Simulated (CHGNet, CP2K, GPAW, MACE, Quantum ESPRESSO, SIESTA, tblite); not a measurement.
## Finding the fault: SIESTA, glassy 86SiO2-5SrO-5ZnO-5MgO (mol %) (63 atoms)

Program: SIESTA 5.4.2, a calculation on a cell of 19 Si, 1 Sr, 1 Zn, 1 Mg and 41 O, 14.3 Å³ an atom.

File input.fdf:

```
SystemLabel cell
NumberOfAtoms 63
NumberOfSpecies 5
%block ChemicalSpeciesLabel
  1 14 Si
  2 38 Sr
  3 30 Zn
  4 12 Mg
  5 8 O
%endblock ChemicalSpeciesLabel
LatticeConstant 1.0 Ang
%block LatticeVectors
  9.65803 0.00000 0.00000
  0.00000 9.65803 0.00000
  0.00000 0.00000 9.65803
%endblock LatticeVectors
PAO.BasisSize DZP
PAO.EnergyShift 0.01 Ry
XC.Functional GGA
XC.Authors PBE
MeshCutoff 20 Ry
%block kgrid_Monkhorst_Pack
  1 0 0 0.0
  0 1 0 0.0
  0 0 1 0.0
%endblock kgrid_Monkhorst_Pack
SolutionMethod diagon
OccupationFunction FD
ElectronicTemperature 580 K
SCF.Mixer.Method Pulay
SCF.Mixer.Weight 0.15
SCF.Mixer.History 8
SCF.Mix Hamiltonian
MaxSCFIterations 60
SCF.DM.Tolerance 1e-04
SCF.H.Tolerance 1.0e-3 eV
WriteForces T
Write.HirshfeldPop T
Write.VoronoiPop T
Write.DM F
Write.H F
XML.Write F
AtomicCoordinatesFormat Fractional
%block AtomicCoordinatesAndAtomicSpecies
  0.59793 0.17999 0.24857 1
  0.81804 0.77629 0.57151 1
  0.35836 0.01001 0.08947 1
  0.28479 0.52112 0.05350 1
  0.11993 0.25108 0.14843 1
  0.53216 0.40163 0.44471 1
  0.69904 0.63452 0.10186 1
  0.81864 0.31374 0.04858 1
  0.49778 0.04138 0.82102 1
  0.46253 0.36841 0.85483 1
[... 49 atom lines left out ...]
  0.94650 0.94509 0.01073 5
  0.49783 0.20893 0.85081 5
  0.70070 0.22484 0.11974 5
  0.96431 0.24781 0.10660 5
%endblock AtomicCoordinatesAndAtomicSpecies
```

The run is started by

```sh
> OMP_NUM_THREADS=1 mpirun -np 2 siesta < input.fdf > output.txt
```

Log:

```text
Version         : 5.4.2
reinit: System Name:
reinit: System Label: cell
initatom: Reading input for the pseudopotentials and atomic orbitals ----------
Species number:   1 Atomic number:   14 Label: Si
Species number:   2 Atomic number:   38 Label: Sr
Species number:   3 Atomic number:   30 Label: Zn
Species number:   4 Atomic number:   12 Label: Mg
Species number:   5 Atomic number:    8 Label: O
Ground state valence configuration (from tables):   3s02  3p02  3d00  4f00
Ground state valence configuration (from tables):   5s02  5p00  4d00  4f00
Ground state valence configuration (from tables):   4s02  4p00  3d10  4f00
Ground state valence configuration (from tables):   3s02  3p00  3d00  4f00
Ground state valence configuration (from tables):   2s02  2p04  3d00  4f00
---- Processing specs for species: Si
GGA--PBE XC_GGA_X_PBE--XC_GGA_C_PBE pb
---- Processing specs for species: Sr
GGA--PBE XC_GGA_X_PBE--XC_GGA_C_PBE pb
Semicore shell(s) with  8 electrons included in the valence for Sr
---- Processing specs for species: Zn
GGA--PBE XC_GGA_X_PBE--XC_GGA_C_PBE pb
[... lines left out ...]
Total number of electrons:   362.000000
[... lines left out ...]
stepf: Fermi-Dirac step function
        iscf     Eharris(eV)        E_KS(eV)     FreeEng(eV)     dDmax    Ef(eV) dHmax(eV)
[... lines left out ...]
SCF Convergence by DM+H criterion
[... lines left out ...]
SCF cycle converged after 14 iterations
[... lines left out ...]
----------------------------------------
   Max   76.945375
   Res   31.333467    sqrt( Sum f_i^2 / 3N )
----------------------------------------
   Max   76.945375    constrained
Stress tensor Voigt[x,y,z,yz,xz,xy] (kbar):    -1061.41    -1027.43    -1184.72       -9.68       -8.99        3.46
(Free)E + p*V (eV/cell)   -28419.4345
Target enthalpy (eV/cell)   -29032.9908
siesta: Program's energy decomposition (eV):
siesta: Ebs     =     -6321.354341
siesta: Eions   =     40676.780176
siesta: Ena     =      5521.719045
siesta: Ekin    =     17283.534188
siesta: Enl     =     -4416.882921
siesta: DEna    =      -134.714204
siesta: DUscf   =        53.279649
siesta: Ex      =     -6210.971371
siesta: Ec      =      -452.174743
siesta: Exc     =     -6663.146114
siesta: Eharris =    -29032.990535
siesta: Etot    =    -29032.990534
siesta: FreeEng =    -29032.990802
siesta: Final energy (eV):
siesta:  Band Struct. =   -6321.354341
siesta:       Kinetic =   17283.534188
siesta:       Hartree =   13023.565835
siesta:         Exch. =   -6210.971371
siesta:         Corr. =    -452.174743
siesta:   Exch.-corr. =   -6663.146114
siesta:  Ion-electron =  -42294.734553
siesta:       Ion-ion =  -10382.209889
siesta:         Total =  -29032.990534
siesta:         Fermi =      -3.686833
siesta: Stress tensor (static) (eV/Ang**3):
siesta:    -0.662480    0.002164   -0.005612
siesta:     0.002163   -0.641272   -0.006043
siesta:    -0.005611   -0.006043   -0.739444
siesta: Cell volume =        900.877313 Ang**3
siesta: Pressure (static):
siesta:                Solid            Molecule  Units
siesta:           0.00741774          0.00499265  Ry/Bohr**3
siesta:           0.68106531          0.45840425  eV/Ang**3
siesta:        1091.18693005        734.44457645  kBar
    Orbital volume contribution        =          24.346912 eV
    (Free)E + p_basis*V_orbitals       =      -29008.643889 eV
    (Free)Eharris+ p_basis*V_orbitals  =      -29008.643890 eV
Hirshfeld Atomic Populations:
Atom #   charge [q] valence [e]  Species
     1     0.429175    3.570825  Si
     2     0.403549    3.596451  Si
     3     0.385750    3.614250  Si
[...]
20     0.747087    9.252913  Sr
    21     0.935230   19.064770  Zn
    22     0.547405    9.452595  Mg
    23    -0.194129    6.194129  O
    24    -0.214301    6.214301  O
    25    -0.127719    6.127719  O
[...]
--------------------
 Total    -1.289175
Voronoi Atomic Populations:
Atom #   charge [q] valence [e]  Species
[...]
18     0.525950    3.474050  Si
    19     0.481207    3.518793  Si
    20     0.563160    9.436840  Sr
    21     1.037267   18.962733  Zn
    22     0.715015    9.284985  Mg
[...]
62    -0.231132    6.231132  O
    63    -0.180397    6.180397  O
--------------------
 Total    -1.108066
```

It took 13 s on 2 MPI ranks of Arm Neoverse V1, shared host; peak memory 0.5 GiB.

Banners, paths, timers and routine set-up lines are dropped from the logs unmarked, and long logs keep their key lines alone; longer cuts are marked.

Against a plane-wave PBE reference and this program's sound run:

* r.m.s. difference of force components: 31510 meV/Å
* longest difference of force vectors: 112100 meV/Å
* force difference over r.m.s. force: 1175 %
* slope of forces against the reference's: -0.2746
* energy less the same-level run's: -2027 meV/atom
* r.m.s. force difference from the same-level run: 31510 meV/Å

Why should this run not be trusted?

A mesh cutoff far too low: mesh cutoff 20 Ry. The sound run has mesh cutoff 500 Ry.

The run converged all the same, so the exit status doesn't show the fault.

[Also dropped from logs without a mark: logging warnings of Python, and SIESTA's first energy breakdown and zero terms.]

[Logs are printed without paths, hosts, clocks, repeated set-up lines and the standing remarks that a program may print on its own settings, such as how far it seeks lower states.]

[Hosts, paths, dates, database ids (printed as entryN), source tags and the programs' standing remarks are cut or masked in the printed files.]
